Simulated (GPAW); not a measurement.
**STM contrast on 1T-IrSeTe monolayer**

What would a tunnelling microscope show on 1T-IrSeTe monolayer?

Program: GPAW 26.7.0. Level of theory: GPAW, PAW setups; layer in a repeated cell with vacuum, relaxation of atoms and in-plane cell, in the first sound run; inputs show where later runs differ. Results are calculated unless marked as measured.

This is a report of a sequence of runs, with most program output left out.

## (1) The structure

The cell holds 3 atoms: 1 Te, 1 Ir and 1 Se. Cell: a = 3.685 Å, b = 3.685 Å, c = 20.903 Å, α = 90.0°, β = 90.0°, γ = 120.0°. Vacuum lies along c.

Structure file:

```cif
data_structure
_symmetry_space_group_name_H-M 'P 1'
_symmetry_Int_Tables_number 1
_cell_length_a 3.6853
_cell_length_b 3.6853
_cell_length_c 20.9028
_cell_angle_alpha 90.000
_cell_angle_beta 90.000
_cell_angle_gamma 120.000
_cell_volume 245.86
loop_
_atom_site_label
_atom_site_type_symbol
_atom_site_fract_x
_atom_site_fract_y
_atom_site_fract_z
_atom_site_occupancy
Te1 Te 0.66667 0.33333 0.43056 1
Ir2 Ir 0.00000 0.00000 0.50765 1
Se3 Se 0.33333 0.66667 0.56944 1
```

## (2) Relaxation

Forces are removed first; all later runs use this geometry.

Input file run.py:

```python
import json
import numpy as np
from ase import Atoms
from ase.filters import FrechetCellFilter
from ase.optimize import BFGS
from gpaw import GPAW, PW

slab = Atoms(
    ['Te', 'Ir', 'Se'],
    positions=[
        [1.84265, 1.06386, 9.00000],
        [0.00000, 0.00000, 10.61133],
        [-0.00000, 2.12771, 11.90283]],
    cell=[[3.68531, 0.0, 0.0], [-1.84265, 3.19157, 0.0], [0.0, 0.0, 20.9028]],
    pbc=[True, True, True])

slab.calc = GPAW(mode=PW(600), xc='PBE', kpts={'size': (9, 9, 1), 'gamma': True},
                 occupations={'name': 'fermi-dirac', 'width': 0.05}, nbands='160%',
                 convergence={'density': 1e-05}, maxiter=200,
                 symmetry={'tolerance': 1e-3}, txt='slab.txt')
result = {}
# The in-plane cell is free; stress needs a cell that repeats along all three vectors
path = []
opt = BFGS(FrechetCellFilter(slab, mask=[1, 1, 0, 0, 0, 1]), maxstep=0.2)
opt.attach(lambda: path.append((slab.get_potential_energy(), slab.positions.tolist(), slab.get_forces().tolist())))
result['relaxed'] = bool(opt.run(fmax=0.02, steps=45))
result['path'] = path
result['cell'] = slab.cell.tolist()
print('in-plane lattice', slab.cell.cellpar().round(4)[[0, 1, 5]])
energy = slab.get_potential_energy()
fermi = slab.calc.get_fermi_level()
v = slab.calc.get_electrostatic_potential().mean((0, 1)) - fermi
n = slab.calc.get_pseudo_density().mean((0, 1))
L = slab.cell[2, 2]
z = np.arange(len(v)) * L / len(v)
low, high = slab.positions[:, 2].min(), slab.positions[:, 2].max()
below, above = np.interp([low - 6.8, high + 6.8], z, v)
slopes = [np.interp(x, z, np.gradient(v, z)) for x in (low - 6.8, high + 6.8)]
eps = np.array([[slab.calc.get_eigenvalues(k, s) for k in range(len(slab.calc.get_ibz_k_points()))]
                for s in range(slab.calc.get_number_of_spins())]) - fermi
top, bottom = eps[eps < 0].max(), eps[eps > 0].min()
dipole = slab.get_dipole_moment()[2]
print(f'energy {energy:.4f} eV, Fermi level {fermi:.4f} eV, dipole {dipole:.5f} e A')
print(f'potential 6.8 A off the faces, from the Fermi level: lower {below:.4f} eV, upper {above:.4f} eV')
print(f'slope of the potential there: lower {slopes[0]:.5f}, upper {slopes[1]:.5f} eV/A')
print(f'nearest levels on the mesh: {top:.4f} and {bottom:.4f} eV')
print('magnetic moment', round(slab.get_magnetic_moment(), 3))
result.update(energy=energy, fermi=fermi, dipole=dipole, below=below, above=above, slopes=slopes, edges=[top, bottom],
              z=z.tolist(), v=v.tolist(), n=n.tolist(), positions=slab.positions.tolist(),
              forces=slab.get_forces(apply_constraint=False).tolist(), moments=slab.get_magnetic_moments().tolist())
json.dump(result, open('result.json', 'w'))
```

Command:

```sh
OMP_NUM_THREADS=1 OPENBLAS_NUM_THREADS=1 python run.py
```

Wall time 8.6 min (1 thread of Arm Neoverse V1, shared host); peak memory 0.4 GiB.

This step gave:

```
dipole along the normal                    : -0.01475 e·Å
levels nearest the Fermi level on the mesh : -0.01050, 0.03896 eV from the Fermi level
```

The electrostatic potential energy of an electron (without an applied field's), less the Fermi level, planar mean by z:

| z (Å) | electrostatic potential energy of an electron (without an applied field's), less the Fermi level, planar mean (eV) |
| --- | --- |
| 0.0 | 4.92 |
| 0.5 | 4.92 |
| 1.0 | 4.91 |
| 1.5 | 4.91 |
| 2.0 | 4.90 |
| 2.5 | 4.90 |
| 3.0 | 4.89 |
| 3.5 | 4.89 |
| 4.0 | 4.88 |
| 4.5 | 4.88 |
| 5.0 | 4.87 |
| 5.5 | 4.86 |
| 6.0 | 4.85 |
| 6.5 | 4.81 |
| 7.0 | 4.66 |
| 7.5 | 4.11 |
| 8.0 | 2.02 |
| 8.5 | -5.16 |
| 9.0 | -16.9 |
| 9.5 | -11.1 |
| 10.0 | -6.79 |
| 10.5 | -13.9 |
| 11.0 | -11.3 |
| 11.5 | -12.0 |
| 12.0 | -11.8 |
| 12.5 | -0.0248 |
| 13.0 | 3.85 |
| 13.5 | 4.74 |
| 14.0 | 4.93 |
| 14.5 | 4.97 |
| 15.0 | 4.98 |
| 15.5 | 4.97 |
| 16.0 | 4.97 |
| 16.5 | 4.96 |
| 17.0 | 4.96 |
| 17.5 | 4.95 |
| 18.0 | 4.95 |
| 18.5 | 4.94 |
| 19.0 | 4.94 |
| 19.5 | 4.93 |
| 20.0 | 4.93 |
| 20.5 | 4.92 |

Table of pseudo valence density, planar mean by z:

```csv
z (Å),"pseudo valence density, planar mean (e/Å³)"
5.0,3.8e-5
5.5,1.4e-4
6.0,5.3e-4
6.5,0.00201
7.0,0.00778
7.5,0.0299
8.0,0.106
8.5,0.247
9.0,0.120
9.5,0.330
10.0,0.505
10.5,1.15
11.0,0.815
11.5,0.444
12.0,0.265
12.5,0.206
13.0,0.0583
13.5,0.0131
14.0,0.00286
14.5,6.3e-4
15.0,1.5e-4
15.5,3.3e-5
```

The relaxation lowered the energy of the cell by 0.0397 eV (energies extrapolated to zero smearing; the optimiser's log prints free energies). The largest force left on a free atom is 0.014 eV/Å.

## (3) Plane waves, PBE

The work function is the vacuum plateau of the electrostatic potential less the Fermi level; a dipole layer lets the two faces have plateaus of their own.

This step: GPAW, PAW setups; slab in vacuum (GPAW 26.7.0).

The cell differs from the one that the last finished run ended in (c 20.903 → 20.707 Å).

Input file run.py:

```python
import json
import numpy as np
from ase import Atoms
from ase.dft.stm import STM
from gpaw import GPAW, PW

slab = Atoms(
    ['Te', 'Ir', 'Se'],
    positions=[
        [1.90601, 1.10044, 9.00000],
        [-0.00000, 0.00000, 10.52787],
        [-0.00000, 2.20087, 11.70738]],
    cell=[[3.81203, -0.0, 0.0], [-1.90601, 3.30131, 0.0], [0.0, 0.0, 20.7074]],
    pbc=[True, True, False])

slab.calc = GPAW(mode=PW(400), xc='PBE', kpts={'size': (9, 9, 1), 'gamma': True},
                 occupations={'name': 'fermi-dirac', 'width': 0.05}, nbands='160%',
                 convergence={'density': 1e-05}, maxiter=200,
                 poissonsolver={'dipolelayer': 'xy'},
                 symmetry={'tolerance': 1e-3}, txt='slab.txt')
result = {}
energy = slab.get_potential_energy()
fermi = slab.calc.get_fermi_level()
v = slab.calc.get_electrostatic_potential().mean((0, 1)) - fermi
n = slab.calc.get_pseudo_density().mean((0, 1))
L = slab.cell[2, 2]
z = np.arange(len(v)) * L / len(v)
low, high = slab.positions[:, 2].min(), slab.positions[:, 2].max()
below, above = np.interp([low - 6.8, high + 6.8], z, v)
slopes = [np.interp(x, z, np.gradient(v, z)) for x in (low - 6.8, high + 6.8)]
eps = np.array([[slab.calc.get_eigenvalues(k, s) for k in range(len(slab.calc.get_ibz_k_points()))]
                for s in range(slab.calc.get_number_of_spins())]) - fermi
top, bottom = eps[eps < 0].max(), eps[eps > 0].min()
dipole = slab.get_dipole_moment()[2]
print(f'energy {energy:.4f} eV, Fermi level {fermi:.4f} eV, dipole {dipole:.5f} e A')
print(f'potential 6.8 A off the faces, from the Fermi level: lower {below:.4f} eV, upper {above:.4f} eV')
print(f'slope of the potential there: lower {slopes[0]:.5f}, upper {slopes[1]:.5f} eV/A')
print(f'nearest levels on the mesh: {top:.4f} and {bottom:.4f} eV')
print('magnetic moment', round(slab.get_magnetic_moment(), 3))
result.update(energy=energy, fermi=fermi, dipole=dipole, below=below, above=above, slopes=slopes, edges=[top, bottom],
              z=z.tolist(), v=v.tolist(), n=n.tolist(), positions=slab.positions.tolist(),
              forces=slab.get_forces(apply_constraint=False).tolist(), moments=slab.get_magnetic_moments().tolist())

# Images need the states of the whole zone, up to time reversal
slab.calc = slab.calc.fixed_density(symmetry={'point_group': False}, txt='states.txt', nbands='280%',
                                    convergence={'bands': 'CBM+2.3'})
stm = STM(slab)
result['stm'] = []
for bias in [-1.5, 2.0]:
    height = high + 4.0
    current = stm.get_averaged_current(bias, height)
    x, y, h = stm.scan(bias, current)
    i, f = divmod(height / L * stm.ldos.shape[2], 1)
    I = abs((1 - f) * stm.ldos[:, :, int(i)] + f * stm.ldos[:, :, int(i) + 1])
    print(f'bias {bias} V: mean current at 4.0 A {current:.4e}, corrugation {np.ptp(h):.4f} A')
    result['stm'].append(dict(bias=bias, current=current, h=(h - high).tolist(), I=I.tolist()))
json.dump(result, open('result.json', 'w'))
```

It took 2.3 min on 1 thread; peak memory 0.4 GiB.

Numbers from this step:

- dipole along the normal: -0.01122 e·Å
- levels nearest the Fermi level on the mesh: -0.01061, 0.03900 eV from the Fermi level
- upper work function: 5.002 eV
- lower work function: 4.843 eV
- corrugation -1.5: 0.4828 Å
- corrugation 2: 0.1345 Å

Electrostatic potential energy of an electron (without an applied field's), less the Fermi level, planar mean against z:

z (Å), electrostatic potential energy of an electron (without an applied field's), less the Fermi level, planar mean (eV) and a bar from the least value:
```
      0.0        4.9 ##############################
      0.5        4.8 ##############################
      1.0        4.8 ##############################
      1.5        4.8 ##############################
      2.0        4.8 ##############################
      2.5        4.8 ##############################
      3.0        4.8 ##############################
      3.5        4.8 ##############################
      4.0        4.8 ##############################
      4.5        4.8 ##############################
      5.0        4.8 ##############################
      5.5        4.8 ##############################
      6.0        4.8 ##############################
      6.5        4.8 ##############################
      7.0        4.6 #############################
      7.5        3.9 #############################
      8.0        1.2 #########################
      8.5       -7.4 #############
      9.0      -17.4 
      9.5       -9.2 ###########
     10.0       -7.8 #############
     10.5      -14.5 ####
     11.0      -10.2 ##########
     11.5      -13.5 #####
     12.0       -9.2 ###########
     12.5        1.2 #########################
     13.0        4.1 #############################
     13.5        4.8 ##############################
     14.0        5.0 ##############################
     14.5        5.0 ##############################
     15.0        5.0 ##############################
     15.5        5.0 ##############################
     16.0        5.0 ##############################
     16.5        5.0 ##############################
     17.0        5.0 ##############################
     17.5        5.0 ##############################
     18.0        5.0 ##############################
     18.5        5.0 ##############################
     19.0        5.0 ##############################
     19.5        5.0 ##############################
     20.0        5.0 ##############################
     20.5        5.0 ##############################
```

Pseudo valence density, planar mean against z:

| z (Å) | pseudo valence density, planar mean (e/Å³) |
| --- | --- |
| 5.0 | 4.9e-5 |
| 5.5 | 1.8e-4 |
| 6.0 | 6.8e-4 |
| 6.5 | 0.00259 |
| 7.0 | 0.0103 |
| 7.5 | 0.0390 |
| 8.0 | 0.131 |
| 8.5 | 0.244 |
| 9.0 | 0.120 |
| 9.5 | 0.377 |
| 10.0 | 0.583 |
| 10.5 | 1.21 |
| 11.0 | 0.690 |
| 11.5 | 0.368 |
| 12.0 | 0.284 |
| 12.5 | 0.168 |
| 13.0 | 0.0447 |
| 13.5 | 0.0100 |
| 14.0 | 0.00213 |
| 14.5 | 4.8e-4 |
| 15.0 | 1.1e-4 |

Tip height over the top atom over a1 and a2. Sample bias -1.5 V, constant current at the mean current 4.0 Å over the top atom.

Values in Å, 12 rows by 16 columns, each cell a mean:
```
3.76 3.81 3.88 3.95 4.01 4.05 4.09 4.11 4.11 4.08 4.04 3.99 3.93 3.85 3.79 3.75
3.82 3.89 3.97 4.03 4.09 4.13 4.15 4.16 4.14 4.11 4.06 4.00 3.94 3.86 3.80 3.78
3.93 3.99 4.06 4.12 4.16 4.18 4.19 4.18 4.16 4.12 4.06 3.99 3.93 3.86 3.83 3.86
3.99 4.05 4.11 4.16 4.19 4.20 4.20 4.18 4.15 4.10 4.03 3.98 3.92 3.88 3.88 3.92
4.03 4.10 4.14 4.17 4.19 4.19 4.18 4.16 4.11 4.05 4.00 3.94 3.90 3.90 3.92 3.97
4.05 4.10 4.14 4.16 4.17 4.17 4.15 4.11 4.06 4.01 3.96 3.91 3.90 3.91 3.95 4.00
4.04 4.07 4.10 4.11 4.11 4.09 4.07 4.03 3.99 3.94 3.91 3.89 3.89 3.92 3.96 4.00
4.00 4.02 4.04 4.04 4.03 4.02 3.99 3.97 3.93 3.90 3.88 3.88 3.89 3.91 3.94 3.98
3.94 3.95 3.95 3.95 3.94 3.93 3.92 3.90 3.89 3.89 3.88 3.88 3.89 3.90 3.91 3.92
3.86 3.85 3.85 3.86 3.87 3.88 3.89 3.90 3.91 3.92 3.91 3.91 3.90 3.88 3.87 3.86
3.77 3.76 3.78 3.81 3.85 3.90 3.93 3.96 3.98 3.98 3.97 3.94 3.91 3.86 3.82 3.79
3.73 3.75 3.79 3.85 3.91 3.96 4.00 4.02 4.03 4.02 4.00 3.97 3.92 3.86 3.80 3.75
```
Columns: a1 from 0 to 0.944; rows upwards: a2 from 0 to 0.944.

Local density of states summed over the bias window over a1 and a2. Sample bias -1.5 V, constant height 4.0 Å over the top atom.

Ten even steps from '0' (2.57 × 1e-6 arbitrary) to '9' (8.75 × 1e-6 arbitrary):
```
001123456654321100
011345677765431100
113456788765431100
124568898865421111
235689999865321111
346789998764321112
457899998754321123
467889887643211123
467788776432211223
456666654322111223
445555443221111223
334443332211111223
223322221111111122
111111111111111111
111111111222211111
000011122222221110
000011233333321100
000112344444321100
```
Columns: a1 from 0 to 0.944; rows upwards: a2 from 0 to 0.944.

Tip height over the top atom over a1 and a2. Sample bias 2 V, constant current at the mean current 4.0 Å over the top atom.

Ten even steps from '0' (3.94 Å) to '9' (4.08 Å):
```
001234556655432100
012345677765432100
123456788765432100
234567898765432111
345679999765432112
456789998765422222
457899998754322223
567889887654322234
567777776543222234
556666655432222234
455555544322112234
444444433221112233
333333222221122222
222222222222222222
111111222222222211
000011223333322110
000012234444322100
000123445554432100
```
Columns: a1 from 0 to 0.944; rows upwards: a2 from 0 to 0.944.

Local density of states summed over the bias window over a1 and a2. Sample bias 2 V, constant height 4.0 Å over the top atom.

Values in units of 1e-5 arbitrary, 12 rows by 16 columns, each cell a mean:
```
2.3 2.3 2.4 2.5 2.6 2.7 2.7 2.8 2.8 2.7 2.6 2.5 2.4 2.4 2.3 2.3
2.3 2.4 2.5 2.6 2.7 2.8 2.9 2.9 2.9 2.8 2.7 2.5 2.4 2.4 2.3 2.3
2.4 2.5 2.7 2.8 2.9 3.0 3.0 3.0 2.9 2.8 2.7 2.5 2.4 2.4 2.4 2.4
2.5 2.7 2.8 2.9 3.0 3.0 3.0 3.0 2.9 2.8 2.6 2.5 2.4 2.4 2.4 2.4
2.6 2.7 2.9 2.9 3.0 3.0 3.0 2.9 2.8 2.7 2.5 2.4 2.4 2.4 2.4 2.5
2.7 2.8 2.8 2.9 2.9 2.9 2.9 2.8 2.7 2.6 2.5 2.4 2.4 2.4 2.5 2.5
2.6 2.7 2.8 2.8 2.8 2.7 2.7 2.6 2.5 2.5 2.4 2.4 2.4 2.4 2.5 2.6
2.6 2.6 2.6 2.6 2.6 2.6 2.5 2.5 2.4 2.4 2.4 2.4 2.4 2.4 2.5 2.5
2.5 2.5 2.5 2.5 2.5 2.4 2.4 2.4 2.4 2.4 2.4 2.4 2.4 2.4 2.4 2.4
2.4 2.4 2.4 2.4 2.4 2.4 2.4 2.4 2.4 2.4 2.4 2.4 2.4 2.4 2.4 2.4
2.3 2.3 2.3 2.3 2.4 2.4 2.4 2.5 2.5 2.5 2.5 2.4 2.4 2.4 2.3 2.3
2.2 2.3 2.3 2.4 2.4 2.5 2.5 2.6 2.6 2.6 2.6 2.5 2.4 2.4 2.3 2.3
```
Columns: a1 from 0 to 0.944; rows upwards: a2 from 0 to 0.944.

The potential is flat to 3.5e-5 eV/Å where it is read, so the vacuum is wide enough.

## (4) A changed run

One more run, with changed settings.

Edit run.py of step 3 so:

```diff
@@ -3,3 +3,2 @@
 from ase import Atoms
-from ase.dft.stm import STM
 from gpaw import GPAW, PW
@@ -15,5 +14,5 @@
 
-slab.calc = GPAW(mode=PW(400), xc='PBE', kpts={'size': (9, 9, 1), 'gamma': True},
+slab.calc = GPAW(mode=PW(60), xc='PBE', kpts={'size': (9, 9, 1), 'gamma': True},
                  occupations={'name': 'fermi-dirac', 'width': 0.05}, nbands='160%',
-                 convergence={'density': 1e-05}, maxiter=200,
+                 convergence={'density': 1e-05}, maxiter=100,
                  poissonsolver={'dipolelayer': 'xy'},
@@ -42,16 +41,2 @@
               forces=slab.get_forces(apply_constraint=False).tolist(), moments=slab.get_magnetic_moments().tolist())
-
-# Images need the states of the whole zone, up to time reversal
-slab.calc = slab.calc.fixed_density(symmetry={'point_group': False}, txt='states.txt', nbands='280%',
-                                    convergence={'bands': 'CBM+2.3'})
-stm = STM(slab)
-result['stm'] = []
-for bias in [-1.5, 2.0]:
-    height = high + 4.0
-    current = stm.get_averaged_current(bias, height)
-    x, y, h = stm.scan(bias, current)
-    i, f = divmod(height / L * stm.ldos.shape[2], 1)
-    I = abs((1 - f) * stm.ldos[:, :, int(i)] + f * stm.ldos[:, :, int(i) + 1])
-    print(f'bias {bias} V: mean current at 4.0 A {current:.4e}, corrugation {np.ptp(h):.4f} A')
-    result['stm'].append(dict(bias=bias, current=current, h=(h - high).tolist(), I=I.tolist()))
 json.dump(result, open('result.json', 'w'))
```

Run time: 7.3 s. Hardware: 1 thread; peak memory 0.12 GiB.

The run finished. A setting was moved off its sound value on purpose, so it serves as a test and not as the result.

The fault put into the input: a cutoff far too low (ecut = 60).

Side by side:

```
                     quantity   this run  sound run  difference
dipole along the normal (e·Å)  -0.086922  -0.011222     -0.0757
```

One result that differs is the dipole along the normal, -0.0869 e·Å against -0.0112 e·Å.

## (5) Outcome

| Quantity | Value |
| --- | --- |
| work function, upper and lower face | 5.002 and 4.843 eV |
| dipole along the normal | -0.0112 e Å |
| corrugation at -1.5 V | 0.483 Å |
| corrugation at 2 V | 0.134 Å |

**Reading.** The corrugation at constant current is largest at -1.5 V, where the tip height varies by 0.48 Å over the cell. Negative sample bias images filled states, positive bias empty ones. The two faces differ by 0.16 eV, the step that the slab's dipole makes (e p/(ε0 A) gives 0.16 eV), so the dipole layer is needed. The images are of Tersoff-Hamann type: an s-wave tip, no tip-sample forces, heights closer than in a microscope. The starting lattice was a guess from atomic radii; the relaxation moved it by 3 %. The relaxation of atoms and cell ran in a fully periodic cell without the dipole layer, so the atoms of this polar layer felt a small spurious field. The cell holds an odd number of electrons, so without spin polarisation it must come out metallic and without a moment, whatever its true state. The layer's cell and atoms come from the relaxation; spin-orbit coupling and temperature are left out.

[Logs are printed without paths, hosts, clocks, repeated set-up lines and the standing remarks that a program may print on its own settings, such as how far it seeks lower states.]

[Hosts, paths, dates, database ids (printed as entryN), source tags and the programs' standing remarks are cut or masked in the printed files.]
